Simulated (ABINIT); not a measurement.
# How slowly RPA converges: Rb2AlTlH6 (Fm-3m), part 2 of 2

Aim: the RPA correlation energy of Rb2AlTlH6 (Fm-3m) as bands and response cutoff rise.

ABINIT 10.8.3; LDA and many-body steps on it, plane waves.

So far. Step 2 (Empty states on the mesh, 2×2×2 mesh, 559 bands): On this mesh the gap is 0.401 eV. Step 3 (RPA energy: 2×2×2 mesh, 100 bands, screening to 43.5 eV): Local fields lower ε∞ by 14 %. On a Γ-centred mesh this coarse the value itself is usually too large, while a short band sum pulls it down.

### Step 5. RPA energy: 2×2×2 mesh, 337 bands, screening to 108.8 eV

Level of this step: RPA screening on LDA, plane waves, norm-conserving pseudopotentials (ABINIT).

The input, run.abi:

```
acell 3*1.0 Angstrom
rprim 
  0.000000000000 4.343365000000 4.343365000000
  4.343365000000 -0.000000000000 4.343365000000
  4.343365000000 4.343365000000 -0.000000000000
ntypat 4
znucl 37 13 81 1
natom 10
typat 1 1 2 3 4 4 4 4 4 4
xred 
  0.250000000000 0.250000000000 0.250000000000
  0.750000000000 0.750000000000 0.750000000000
  0.500000000000 0.500000000000 0.500000000000
  0.000000000000 0.000000000000 -0.000000000000
  0.294156000000 0.705844000000 0.705844000000
  0.294156000000 0.705844000000 0.294156000000
  0.705844000000 0.294156000000 0.705844000000
  0.705844000000 0.705844000000 0.294156000000
  0.294156000000 0.294156000000 0.705844000000
  0.705844000000 0.294156000000 0.294156000000
pp_dirpath "pseudos"
pseudos "Rb.upf, Al.upf, Tl.upf, H.upf"
ecut 31
ngkpt 2 2 2
nshiftk 1
shiftk 0 0 0
kptopt 1
chksymbreak 0
istwfk *1
occopt 1
irdwfk 1
optdriver 3
nband 337
ecuteps 4
inclvkb 2
awtr 1
symchi 1
gwcalctyp 1
nfreqre 0
nfreqim 8
gwrpacorr 1
indata_prefix "in"
outdata_prefix "out"
tmpdata_prefix "tmp"
```

Run with:

```bash
$ OMP_NUM_THREADS=1 mpirun -n 4 abinit run.abi > log
```

Numbers of over 12 decimals in the logs are rounded to 6 here.

Output:

```text
.Version 10.8.3 of ABINIT. v10.8.2 released Aug 2026.

 Symmetries : space group Fm -3 m (#225); Bravais cF (face-center cubic)
[... echo of the input left out ...]
== DATASET  1 ==================================================================
-   mpi_nproc: 4, omp_nthreads: 1 (-1 if OMP is not activated)

--- !DatasetInfo
iteration_state: {dtset: 1, }
dimensions: {natom: 10, nkpt: 3, mband: 337, nsppol: 1, nspinor: 1, nspden: 1, mpw: 9185, }
cutoff_energies: {ecut:  31.0, pawecutdg:  -1.0, }
[...]
[... chi0 elements left out ...]
  [... further frequencies ...]

 For q-point:  0.000010 0.000020 0.000030
  dielectric constant =   9.0228
  dielectric constant without local fields =  10.5677

  Average fulfillment of the sum rule on Im[epsilon] for q-point    1 :    100.97  [%]
[... wings left out ...]
  q-point number  2        q = ( 0.500000, 0.000000, 0.000000) [r.l.u.]
--------------------------------------------------------------------------------
[... chi0 elements left out ...]
  [... further frequencies ...]

  Average fulfillment of the sum rule on Im[epsilon] for q-point    2 :    106.56  [%]

 [... 1 further q-points ...]
```

The job ended after 2.8 min (4 MPI ranks of Arm Neoverse N1, shared host; peak memory 2.2 GiB).

Numbers from this step:

```
ε∞ with local fields, on this mesh, along the program's q direction : 9.023
the same without local fields                                       : 10.57
plasma frequency                                                    : 18.35 eV
plane waves in the screening matrix                                 : 411
RPA correlation energy                                              : -41.48 eV
```

### Step 6. RPA energy: 2×2×2 mesh, 509 bands, screening to 144.2 eV

run.abi: that of step 5 with these lines changed.

```diff
@@ -32,4 +32,4 @@
 optdriver 3
-nband 337
-ecuteps 4
+nband 509
+ecuteps 5.3
 inclvkb 2
```

Output:

```text
.Version 10.8.3 of ABINIT. v10.8.2 released Aug 2026.

 Symmetries : space group Fm -3 m (#225); Bravais cF (face-center cubic)
[... echo of the input left out ...]
== DATASET  1 ==================================================================
-   mpi_nproc: 4, omp_nthreads: 1 (-1 if OMP is not activated)

--- !DatasetInfo
iteration_state: {dtset: 1, }
dimensions: {natom: 10, nkpt: 3, mband: 509, nsppol: 1, nspinor: 1, nspden: 1, mpw: 9185, }
cutoff_energies: {ecut:  31.0, pawecutdg:  -1.0, }
[...]
[... chi0 elements left out ...]
  [... further frequencies ...]

 For q-point:  0.000010 0.000020 0.000030
  dielectric constant =   9.0230
  dielectric constant without local fields =  10.5700

  Average fulfillment of the sum rule on Im[epsilon] for q-point    1 :    111.01  [%]
[... wings left out ...]
  q-point number  2        q = ( 0.500000, 0.000000, 0.000000) [r.l.u.]
--------------------------------------------------------------------------------
[... chi0 elements left out ...]
  [... further frequencies ...]

  Average fulfillment of the sum rule on Im[epsilon] for q-point    2 :    115.81  [%]

 [... 1 further q-points ...]
```

Wall time 7.7 min (4 MPI ranks); peak memory 3.6 GiB.

Numbers from this step:

```yaml
eps_infinity_with_local_fields_on_this_mesh_along_the_program_s_q_direction: 9.023
the_same_without_local_fields: 10.57
plasma_frequency: 18.35 eV
plane_waves_in_the_screening_matrix: 645
rpa_correlation_energy: -47.86 eV
```

### Step 7. RPA energy: 2×2×2 mesh, 192 bands, screening to 136.1 eV, 4 frequencies

run.abi: that of step 6 with these lines changed.

```diff
@@ -32,4 +32,4 @@
 optdriver 3
-nband 509
-ecuteps 5.3
+nband 192
+ecuteps 5
 inclvkb 2
@@ -39,3 +39,3 @@
 nfreqre 0
-nfreqim 8
+nfreqim 4
 gwrpacorr 1
```

Output:

```text
.Version 10.8.3 of ABINIT. v10.8.2 released Aug 2026.

 Symmetries : space group Fm -3 m (#225); Bravais cF (face-center cubic)
[... echo of the input left out ...]
== DATASET  1 ==================================================================
-   mpi_nproc: 4, omp_nthreads: 1 (-1 if OMP is not activated)

--- !DatasetInfo
iteration_state: {dtset: 1, }
dimensions: {natom: 10, nkpt: 3, mband: 192, nsppol: 1, nspinor: 1, nspden: 1, mpw: 9185, }
cutoff_energies: {ecut:  31.0, pawecutdg:  -1.0, }
[...]
[... chi0 elements left out ...]
  [... further frequencies ...]

 For q-point:  0.000010 0.000020 0.000030
  dielectric constant =   9.0052
  dielectric constant without local fields =  10.5611

  Average fulfillment of the sum rule on Im[epsilon] for q-point    1 :     84.14  [%]
[... wings left out ...]
  q-point number  2        q = ( 0.500000, 0.000000, 0.000000) [r.l.u.]
--------------------------------------------------------------------------------
[... chi0 elements left out ...]
  [... further frequencies ...]

  Average fulfillment of the sum rule on Im[epsilon] for q-point    2 :     91.28  [%]

 [... 1 further q-points ...]
```

It took 2 min on 4 MPI ranks; peak memory 2.1 GiB; 8.1 min of CPU time.

Numbers from this step:

```yaml
eps_infinity_with_local_fields_on_this_mesh_along_the_program_s_q_direction: 9.005
the_same_without_local_fields: 10.56
plasma_frequency: 18.35 eV
plane_waves_in_the_screening_matrix: 609
rpa_correlation_energy: -35.72 eV
```

### Step 8. The rungs together

Times are wall times on 4 MPI ranks of Arm Neoverse N1, shared host, good to a factor of about two.

```csv
bands,cutoff (eV),plane waves,frequencies,E_c (eV/atom),time
100,43.5,113,8,-2.153,30 s
192,70.7,229,8,-3.252,72 s
337,108.8,411,8,-4.148,2.8 min
509,144.2,645,8,-4.786,7.7 min
192,136.1,609,4,-3.572,2 min
```

### Step 9. What came out

- 2×2×2 mesh, 100 bands, screening to 43.5 eV: -2.153 eV/atom
- 2×2×2 mesh, 192 bands, screening to 70.7 eV: -3.252 eV/atom
- 2×2×2 mesh, 337 bands, screening to 108.8 eV: -4.148 eV/atom
- 2×2×2 mesh, 509 bands, screening to 144.2 eV: -4.786 eV/atom
- limit by the two highest rungs: -6.00 eV/atom

Rows off the diagonal of bands and cutoff are checks and stay out of the ladder. The energy is still falling: −0.637 eV/atom over the last rung. A line in cutoff^(−3/2) puts the limit near -6.00 eV/atom, 25 % beyond the top rung; the pair below gives -5.13, so the estimate is rough. The value holds the valence electrons of these pseudopotentials alone, on one mesh; differences between structures converge far faster than the total.

[Paths, hosts, dates, memory and timing lines, banners, echoed tables and standing remarks are left out of the program output.]

[Logs are printed without paths, hosts, clocks, repeated set-up lines and the standing remarks that a program may print on its own settings, such as how far it seeks lower states.]

[Runs of the session that timed out or met a known fault of the program may be left out.]

[Hosts, paths, dates, database ids (printed as entryN), source tags and the programs' standing remarks are cut or masked in the printed files.]

[G0W0 gaps are taken among the corrected bands and points alone; a level outside them can change the order at an edge.]

[Where Ansatz stands beside ABINIT at settings called matched, ABINIT's density can come from a denser mesh and the files from another edition; pairs whose starting gaps differed by over 0.03 eV were left out, so agreement reads better than it is.]
